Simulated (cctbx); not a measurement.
# Reading a Patterson map

Space group P4_2/mnm (no. 136), a = 8.0780 Å, b = 8.0780 Å, c = 7.5120 Å, α = 90.00°, β = 90.00°, γ = 90.00°, content Au8 Ce4 Sn4 Y4.

Simulated single-crystal data (cctbx): Cu Kα, λ = 1.54184 Å, to d = 0.8 Å, 80 % of the full sphere, strongest reflection 20000 counts, noise from counting, a 6 % proportional error and a noise floor of 2 counts (s.d.); no absorption.

Patterson synthesis from sharpened amplitudes, origin scaled to 1000:

```text
Patterson group P 4/m m m
      u       v       w   height  length (A)
  0.000   0.000   0.000   1000.0     0.00
  0.000   0.000   0.470    379.4     3.53
  0.251   0.500   0.500    303.7     5.88
  0.257   0.500   0.068    157.0     4.57
  0.243   0.243   0.000    146.1     2.78
  0.500   0.500   0.225    135.7     5.96
  0.500   0.500   0.500    126.9     6.84
  0.126   0.381   0.500    125.4     4.96
  0.000   0.276   0.276    124.9     3.04
  0.165   0.341   0.247    115.7     3.58
  0.125   0.380   0.000    113.6     3.23
  0.500   0.500   0.000    112.8     5.71
  0.213   0.213   0.234    110.4     3.00
  0.160   0.500   0.000     89.3     4.24
```

**Question.** Which atom pairs make the peaks, and where is the heaviest atom?

A peak at u stands for all pairs with xi − xj = u, with weight Σ ZiZj against Σ Z² = 79468 at the origin. Peak heights follow these weights only roughly, since form factors, motion and series ripples differ, all vectors within 0.55 Å of a peak are counted as merged into it though the farther ones add only part of their weight, and F(000) is left out, which lowers the whole map:

| u | v | w | shortest length (Å) | height | 1000 ΣZiZj/ΣZ² | pairs in the cell |
| --- | --- | --- | --- | --- | --- | --- |
| 0.000 | 0.000 | 0.470 | 3.53 | 379 | 668 | 4 × Au–Au, 8 × Ce–Y, 4 × Sn–Sn |
| 0.251 | 0.500 | 0.500 | 5.88 | 304 | 399 | 4 × Au–Au, 2 × Ce–Ce |
| 0.257 | 0.500 | 0.068 | 4.57 | 157 | 157 | 2 × Au–Au |
| 0.243 | 0.243 | 0.000 | 2.78 | 146 | 157 | 2 × Au–Au |
| 0.500 | 0.500 | 0.225 | 5.96 | 136 | 461 | 8 × Au–Ce |
| 0.500 | 0.500 | 0.500 | 6.84 | 127 | 126 | 4 × Sn–Sn |
| 0.126 | 0.381 | 0.500 | 4.96 | 125 | 199 | 4 × Au–Sn |
| 0.000 | 0.276 | 0.276 | 3.04 | 125 | 231 | 4 × Au–Ce |
| 0.165 | 0.341 | 0.247 | 3.58 | 116 | 122 | 2 × Ce–Sn, 2 × Sn–Y |
| 0.125 | 0.380 | 0.000 | 3.23 | 114 | 199 | 4 × Au–Sn |

The table stops at ten peaks or at a height of 45, below which ripples compete. In the model behind the data Au, the heaviest element, has 1 independent site: (0.1216, 0.1216, 0.2178), up to an allowed shift of origin; the Au–Au vectors are differences of these positions and their symmetry mates. The whole model:

| atom | mult. | x | y | z | Ueq (Å²) |
| --- | --- | --- | --- | --- | --- |
| Au1 | 8 | 0.1216 | 0.1216 | 0.2178 | 0.0049 |
| Ce1 | 4 | 0.6554 | 0.6554 | 0 | 0.0035 |
| Sn1 | 4 | 0 | 1/2 | 1/4 | 0.0045 |
| Y1 | 4 | 0.8187 | 0.1813 | 0 | 0.0052 |

The model is made up (kin elements in a known structure type, no relaxation), so it says nothing on whether the phase exists.

[Logs are printed without paths, hosts, clocks, repeated set-up lines and the standing remarks that a program may print on its own settings, such as how far it seeks lower states.]
